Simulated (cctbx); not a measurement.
# Absolute structure of Tl2FeI4

Space group P2_1 (no. 4), a = 7.4680 Å, b = 8.1200 Å, c = 10.0900 Å, α = 90.00°, β = 108.74°, γ = 90.00°.

```csv
atom,mult.,x,y,z,Ueq (Å²)
Tl1,2,0.8049,0.2311,0.9669,0.0193
Tl2,2,0.7096,0.2346,0.4205,0.0075
I1,2,0.0162,0.9979,0.2832,0.0155
I2,2,0.9900,0.9932,0.7311,0.0316
I3,2,0.4208,0.2544,0.6423,0.0130
I4,2,0.3797,0.2521,0.0562,0.0303
Fe1,2,0.2099,0.2389,0.7911,0.0176
```

The model was made for the exercise: a known structure type with other elements put in, its volume estimated, not relaxed; displacement parameters are assumed.

Data sets are simulated with cctbx and refined with Bijvoet mates kept apart; Flack x is then fitted as the share of an inverted twin with the atoms fixed, Hooft y from the Bijvoet differences. The group has rotations alone, so the crystal has a hand.

Untwinned crystal. What Flack and Hooft values should come out?

| λ (Å) | extinction (unmodelled) | d min (Å) | top counts | error (%) | model | R1 | Flack x | s.u. | Hooft y | s.u. | pairs |
| --- | --- | --- | --- | --- | --- | --- | --- | --- | --- | --- | --- |
| 0.71073 | 0.3 | 0.77 | 20000 | 6 | as given | 0.0268 | -0.002 | 0.008 | -0.001 | 0.009 | 1204 |
| 0.71073 | 0.3 | 0.77 | 20000 | 6 | inverted | 0.0567 | 0.983 | 0.013 | 1.132 | 0.012 | 1204 |
| 1.54184 | 0.1 | 0.83 | 20000 | 2 | as given | 0.0189 | 0.014 | 0.019 | 0.012 | 0.019 | 954 |

With Mo Kα, x is within 3 s.u. of 0, so the hand is right. With Cu Kα, x is within 3 s.u. of 0, so the hand is right. Inverting the model turns x into about 1 − x.

A further crystal gives:

```
  λ (Å)  extinction (unmodelled)  d min (Å)  top counts  error (%)     model      R1  Flack x   s.u.  Hooft y   s.u.  pairs
1.54184                      0.1        0.8       20000          4  as given  0.0228    0.474  0.012    0.498  0.015   1077
```

**Question.** What is it?

It was simulated as an inversion twin with a fraction 0.5 of the inverted domain. Flack x is over 3 s.u. from both 0 and 1 and reads that fraction.

[Logs are printed without paths, hosts, clocks, repeated set-up lines and the standing remarks that a program may print on its own settings, such as how far it seeks lower states.]
